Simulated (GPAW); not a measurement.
# CsGeCl3 (R3m): G0W0 with GPAW, start to end, part 2 of 2

Wanted: ground state, empty states, screening and self-energy for CsGeCl3 (R3m).

GPAW 26.7.0; LDA and many-body steps on it, plane waves. Known limits of the many-body steps: not at the basis limit; no spin-orbit coupling.

So far. Step 3 (Bands along the symmetry lines): The gap is 1.940 eV, −0.008 eV from the run before at this level. Step 4 (Empty states on the mesh, 4×4×4 mesh, 558 bands): On this mesh the gap is 1.948 eV.

## Step 5: Screening and self-energy, 4×4×4 mesh, 254 bands, screening to 78 eV

G0W0 replaces the xc potential by the self-energy, built once from these orbitals. Only a window of levels is corrected, while the sums run over the empty bands that the input names.

This step: G0W0 on LDA, plane waves, PAW.

The input, run.py:

```python
import json
import numpy as np
from gpaw.mpi import world
from gpaw.response.g0w0 import G0W0

gw = G0W0('full.gpw',
    filename='gw',
    kpts=[0, 12],
    bands=(15, 19),
    ecut=78,
    nbands=254,
    integrate_gamma='WS',
    ppa=True)
gw.calculate()
res = {mode: {k: v for k, v in r.items() if k != 'sigma_eskwn'}
       for mode, r in gw.all_results.items()}

if world.rank == 0:
    with open('result.json', 'w') as f:
        json.dump(res, f, default=lambda x: x.tolist())
```

Started as:

```
mpirun -n 8 gpaw python run.py
```

Numbers of over 12 decimals in the logs are rounded to 6 here.

What it wrote:

```text
Using integrator: PointIntegrator
FrequencyGridDescriptor(from 0.000+0.000j to 0.000+27.211j eV, 2 points)
Nonperiodic BCs:  [False False False]
Using integrator: PointIntegrator
FrequencyGridDescriptor(from 0.000+0.000j to 0.000+27.211j eV, 2 points)
Nonperiodic BCs:  [False False False]
  ___  _ _ _
 |   || | | |
 | | || | | |
 |__ ||_____|
 |___|

BZ k-points: Symmetries present (total): 6

  [... matrices ...]
64 k-points: 4 x 4 x 4 Monkhorst-Pack grid + [1/8,1/8,1/8]
13 k-points in the irreducible part of the Brillouin zone
       k-points in crystal coordinates                weights
   0:     0.00000000    0.00000000    0.00000000          1/64
   1:     0.25000000    0.00000000   -0.25000000          6/64
   2:     0.25000000    0.00000000    0.00000000          6/64
   3:     0.25000000    0.25000000   -0.25000000          6/64
   4:     0.25000000    0.25000000    0.00000000          6/64
   5:     0.25000000    0.25000000    0.25000000          2/64
   6:     0.50000000    0.00000000    0.00000000          3/64
   7:     0.50000000    0.25000000   -0.25000000          6/64
   8:     0.50000000    0.25000000    0.00000000         12/64
   9:     0.50000000    0.25000000    0.25000000          6/64
          ...
  12:     0.50000000    0.50000000    0.50000000          1/64

Distributing spins, k-points and bands (1 x 2 x 4) over 8 processes
Number of blocks: 1

Quasi particle states:
k-points (IBZ indices): [0, 12]
Band range: (15, 19)
  [... matrices ...]
Computational parameters:
Plane wave cut-off: 78 eV
Number of bands: 254
Coulomb cutoff: None
Broadening: 0.1 eV

fxc modes: GW
Kernel: RPA
Using Godby-Needs plasmon-pole approximation:
  Fitting energy: i*E0, E0 = 1.000 Hartree
Summing all q:

Calculating screened Coulomb potential
No Coulomb truncation
FrequencyGridDescriptor(from 0.000+0.000j to 0.000+27.211j eV, 2 points)
Removing empty qpoint cache files...

Calculating chi0 body with:
    Ground state adapter containing:
    Number of spins: 1
    Number of kpoints: 64
    Number of irreducible kpoints: 13
    Number of completely occupied states: 17
    Number of partially occupied states: 17
    Occupied states memory: 5.105759 M / cpu

    Linear response parametrization:
    q_c: [0.0, 0.0, 0.0]
    Number of frequency points: 2
    Planewave cutoff: 78.0
    Number of bands: 254
    Number of planewaves: 251
    Broadening (eta): 1e-06
    comm.size: 8
    kncomm.size: 8
    blockcomm.size: 1

    Memory estimate of potentially large arrays:
        chi0_wGG: 1.922638 M / cpu
Integrating chi0 body.

Symmetries of q_c:
    Direct symmetries (Uq -> q): 6
    Indirect symmetries (TUq -> q): 6
In total 12 allowed symmetries.

  [... matrices ...]
13 groups of equivalent kpoints. 79.6875% reduction.

Integral kind: response function
Integrating chi0 head and wings.

Symmetries of q_c:
    Direct symmetries (Uq -> q): 6
    Indirect symmetries (TUq -> q): 6
In total 12 allowed symmetries.

  [... matrices ...]
13 groups of equivalent kpoints. 79.6875% reduction.

Integral kind: response function wings

Calculating chi0 body with:
    Ground state adapter containing:
    Number of spins: 1
    Number of kpoints: 64
    Number of irreducible kpoints: 13
    Number of completely occupied states: 17
    Number of partially occupied states: 17
    Occupied states memory: 5.105759 M / cpu

[... the further q-points ...]

Results:
f:      Occupation numbers
eps:     KS-eigenvalues [eV]
vxc:     KS vxc [eV]
exx:     Exact exchange [eV]
sigma:   Self-energies [eV]
dsigma:  Self-energy derivatives
Z:       Renormalization factors
qp:      QP-energies [eV]

k-point 0 (0): (0.000, 0.000, 0.000)                GW
band       f     eps     vxc     exx   sigma  dsigma       Z      qp
                                                                   GW
  15   1.000   0.082 -16.620 -20.746   2.835  -0.278   0.783  -0.927
  16   1.000   0.276 -16.384 -20.130   2.600  -0.278   0.783  -0.621
  17   0.000   5.796  -8.582  -4.215  -3.254  -0.174   0.851   6.742
  18   0.000   6.668  -7.933  -3.595  -3.184  -0.171   0.854   7.653

k-point 1 (12): (0.500, 0.500, 0.500)                GW
band       f     eps     vxc     exx   sigma  dsigma       Z      qp
                                                                   GW
  15   1.000   0.420 -16.842 -21.028   2.881  -0.279   0.782  -0.601
  16   1.000   2.598 -16.909 -18.291   1.024  -0.251   0.799   2.312
  17   0.000   4.546 -13.256  -8.789  -3.020  -0.221   0.819   5.731
  18   0.000   4.547 -12.302  -7.923  -3.067  -0.223   0.818   5.620
```

Wall time 3 min (8 MPI ranks of Arm Neoverse V1, shared host); peak memory 3.5 GiB.

This step gave:

| Property | Result |
| --- | --- |
| G0W0 gap on the points computed | 3.308 eV |
| least direct G0W0 gap on the computed points | 3.308 eV |
| Z at the valence top | 0.7993 |
| Z at the conduction bottom | 0.8180 |
| starting gap on the mesh | 1.948 eV |
| k of the valence top | 0.5, 0.5, 0.5 |
| k of the conduction bottom | 0.5, 0.5, 0.5 |

The gap on the mesh goes from 1.95 eV to 3.31 eV, a correction of +1.36 eV.

Limits: finite bands, cutoff and mesh; no spin-orbit coupling. v1 is the top filled band, c1 the lowest empty one. Levels before and after the correction, in eV, zero at the valence-band top of each column:

```
           conduction bottom  valence top
Kohn-Sham               1.95         0.00
     G0W0               3.31         0.00
```

```
                      level  energy (eV)
Kohn-Sham  (0.5 0.5 0.5) v2       -2.178
Kohn-Sham  (0.5 0.5 0.5) v1        0.000
Kohn-Sham  (0.5 0.5 0.5) c1        1.948
Kohn-Sham  (0.5 0.5 0.5) c2        1.949
     G0W0  (0.5 0.5 0.5) v2       -2.913
     G0W0  (0.5 0.5 0.5) v1        0.000
     G0W0  (0.5 0.5 0.5) c1        3.419
     G0W0  (0.5 0.5 0.5) c2        3.308
```

## Step 6: Where the time went

Times are wall times on 8 MPI ranks of Arm Neoverse V1, shared host, good to a factor of about two.

```
                          step     time  share  memory (GiB)
                  ground state    8.1 s    3 %           1.4
bands along the symmetry lines     18 s    6 %           1.6
      empty states on the mesh  1.7 min   33 %           8.1
     screening and self-energy    3 min   58 %           3.5
```

## Step 7: What came out

```json
{
  "LDA gap": "1.94 eV, indirect (only 2 meV under the direct gap)",
  "G0W0 gap on the mesh": "3.31 eV",
  "GW settings": "4×4×4 mesh, 254 bands, screening to 78 eV, Godby-Needs plasmon pole",
  "known limits": "not at the basis limit; no spin-orbit coupling"
}
```

G0W0 moves the gap on the mesh from 1.95 eV to 3.31 eV (+1.36 eV), with Z of 0.80 and 0.82 at the edges. Only 2 of the mesh's irreducible points were corrected, so a valley elsewhere could overtake. The dearest step here is «screening and self-energy». Bands and cutoff are finite, so the gap is not at the basis limit. The miss can reach some tenths of an eV and take either sign; the mesh is an error of its own. These stock PAW sets were not made for GW; the filled d or f shell of Ge lies in the frozen core, which bears on start and correction. In the G0W0 run levels were corrected at 2 k points alone, so a gap called «on the mesh» is the least over those, and an edge elsewhere would be missed. The many-body steps are scalar-relativistic: spin-orbit coupling is not in them.

[Paths, hosts, dates, memory and timing lines, banners, echoed tables and standing remarks are left out of the program output.]

[Logs are printed without paths, hosts, clocks, repeated set-up lines and the standing remarks that a program may print on its own settings, such as how far it seeks lower states.]

[Runs of the session that timed out or met a known fault of the program may be left out.]

[Hosts, paths, dates, database ids (printed as entryN), source tags and the programs' standing remarks are cut or masked in the printed files.]
